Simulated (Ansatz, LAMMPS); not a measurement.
# Charge trapping in Ga2O3 with crystalline order left by the classical run (100 atoms): runs compared

Does an extra electron or hole in Ga2O3 with crystalline order left by the classical run (100 atoms) stay spread out, or do the atoms trap it?

Computed with Ansatz 0.2.0: Kohn-Sham DFT, PBE, PAW (set soft_1), plane waves.

## 1. The cell as built

The cell holds 100 atoms: 40 Ga and 60 O. Its edges and angles: a = 10.044 Å, b = 10.044 Å, c = 10.044 Å, α = 90.0°, β = 90.0°, γ = 90.0°. 100 atoms (40 Fe, 60 O) placed at random at 4.44 g/cm³, melted at 5000 K for 10 ps at fixed volume with the Morse and Coulomb pair potential with partial charges (Pedone, Malavasi, Menziani, Cormack and Segre, J. Phys. Chem. B 110, 11780 (2006)). Quenched from 5000 K to 300 K at 100 K/ps and fixed volume, held 10 ps at zero pressure, then minimised at fixed cell. Then Fe was replaced by Ga and the cell scaled by 1.003 (the potential has no terms for the new elements, so the cell is a start for a DFT relaxation).

Limits known from the start: The quench rate of 100 K/ps far exceeds what a furnace or splat quench reaches, so expect more defects and frozen-in strain than in a real sample. The network of bonds at the start is that of the classical potential that made the cell, and needn't be the one that DFT or experiment would give. Sampling is at Γ alone, for a cell whose shortest periodic width is 10 Å.

## 2. The reference run

The reference is a single point at the end of the relaxation.

The charged cells start from the geometry of this run, on a uniform background, with spin and a narrow Fermi–Dirac smearing.

Its input, with most atom lines left out:

```yaml
crystal:
  lattice:
    - [10.04407, 0.0, 0.0]
    - [0.0, 10.04407, 0.0]
    - [0.0, 0.0, 10.04407]
  atoms:
    - { symbol: Ga, position: [0.75845, 0.12524, 0.37247] }
    - { symbol: Ga, position: [0.74661, 0.33085, 0.59551] }
    - { symbol: Ga, position: [0.24024, 0.70004, 0.08159] }
    - { symbol: Ga, position: [0.49667, 0.88856, 0.30133] }
    - { symbol: Ga, position: [0.48785, 0.73868, 0.56346] }
    - { symbol: Ga, position: [0.50358, 0.6163, 0.20185] }
    - { symbol: Ga, position: [0.24953, 0.43793, 0.97508] }
    [... atom lines 8 to 100 left out ...]
kpoints:
  mp_grid: { grid: [1, 1, 1] }
hamiltonian:
  xc: pbe
  pseudopotentials: { kind: paw, azcp: { folder: soft_1 } }
scf:
  occupations: { method: fixed }
output:
  forces: true
  stress: true
  populations: true
  dos:
    method: { smearing: { sigma: 0.08 } }
    de: 0.1
    projected: { site_lists: { Ga: [Ga], O: [O] } }
  eigenvalues: true
  write_density: true
  write_potential: true
  volumetric_format: npy
  elf: true
```

* free energy per atom: -1853.8325 eV/atom
* r.m.s. force component: 0.00914 eV/Å
* pressure: 8.688 GPa

Filled and empty levels are parted by 1.81 eV (at Γ alone); a semilocal functional tends to put such gaps too low. In a disordered cell it changes from sample to sample, and tail or defect levels can set it.

## 3. The runs

Each row is one run, on 4 threads of Arm Neoverse V1, shared host. The free energy is the program's total, comparable only between runs with the same functional, potentials and atoms; between charge states it hangs on the program's zero of potential.

```
                                              run  atoms    outcome  ionic steps, all passes  free energy (eV)     time  host memory (GiB)
                        Single point at the start    100  converged                        -       -185380.928     27 s                1.6
                                       Relaxation    100  converged                       15       -185383.251  4.5 min                1.6
             Single point at the relaxed geometry    100  converged                        -       -185383.251     40 s                1.7
                    An extra electron, atoms held    100  converged                        -       -185372.458     94 s                2.9
                 An extra electron, atoms relaxed    100  converged                        2       -185372.463  2.6 min                2.8
An extra electron, levels at the relaxed geometry    100  converged                        -       -185372.463     95 s                2.8
          Neutral at the geometry of the electron    100  converged                        -       -185383.250     36 s                1.7
                        An extra hole, atoms held    100  converged                        -       -185392.075  2.5 min                2.8
                     An extra hole, atoms relaxed    100  converged                        9       -185392.250  8.3 min                2.8
    An extra hole, levels at the relaxed geometry    100  converged                        -       -185392.250     88 s                2.9
              Neutral at the geometry of the hole    100  converged                        -       -185382.767     37 s                1.7
```

In some runs the program notes that starting moments were not kept.

A closer look about O76, which holds the most spin of the extra hole after relaxation: 8 atoms, nearest first, numbered in the order of the input, with positions taken from that point.

```csv
atom,x,y,z,distance (Å),Löwdin charge (e),moment (μB)
O76,0.00,0.00,0.00,0.00,-0.51,0.39
Ga15,1.68,0.36,0.71,1.86,1.07,0.00
Ga13,-0.85,1.65,-0.45,1.91,1.08,0.00
O47,0.85,0.59,2.61,2.81,-0.65,0.03
O82,2.68,-0.02,-0.86,2.82,-0.64,0.01
O74,-2.40,-0.96,1.17,2.83,-0.66,0.05
O97,0.39,-0.76,-2.73,2.86,-0.57,0.23
O87,0.38,2.08,-1.93,2.86,-0.63,0.01
```

## 4. Energies and spread of the extra charge

Energies are differences within one cell and functional; the shift is the gain plus the neutral cell's energy at the new geometry, that is how much cheaper the vertical process becomes there. The spread is the participation number of the site moments (1/Σw², over the spin inside atomic spheres), with the atom that holds the largest share and the spin that the spheres hold in all.

| carrier | charged less neutral, atoms held (eV) | gain on relaxing (eV) | neutral cell at that geometry, less the reference (eV) | shift of the vertical energy (eV) | spread, atoms held | spread, relaxed |
| --- | --- | --- | --- | --- | --- | --- |
| electron | 10.793 | 0.005 | 0.001 | 0.006 | - | - |
| hole | -8.824 | 0.175 | 0.484 | 0.659 | 22; O76 12 % of 0.90 μB | 4; O76 44 % of 0.89 μB |

## 5. Outcome

The extra electron gains 0.0046 eV as the atoms relax: so small a gain shows no trapping at this level. The cell with the electron keeps a moment of only 0.00 μB where one unpaired electron should give 1 μB: the carrier is shared between both spins, which can hide trapping. The extra hole gains 0.17 eV as the atoms relax, and its spin goes from about 22 to 4 atoms: a partial localisation as the atoms move, with the largest share on O76. The O76–O82 distance goes from 2.95 to 2.82 Å. Adding the two vertical energies gives 1.97 eV, against a gap of 1.81 eV in the neutral cell. The zero of the potential cancels in this sum; the excess isn't taken apart here: charging of a small cell, filling of bands on a coarse mesh and the attraction to the background can all enter.

**Limits.** Single energies of charged cells hang on the program's zero of potential. In the spin-polarised runs the search for a state of lower energy was switched off. No distortion was seeded, so a trapped state behind a barrier can't be found. Local and semilocal functionals favour spread-out charges, so trapping can be missed. The stress is far from hydrostatic: its diagonal is 1.1, 12.5, 12.5 GPa, compression counted positive. The pressure of 8.7 GPa shows the cell to be compressed for this functional. Charged cells carry a uniform background, with no correction for images.

The DFT runs together took 25 min of wall time.

[Logs are printed without paths, hosts, clocks, repeated set-up lines and the standing remarks that a program may print on its own settings, such as how far it seeks lower states.]

[Hosts, paths, dates, database ids (printed as entryN), source tags and the programs' standing remarks are cut or masked in the printed files.]
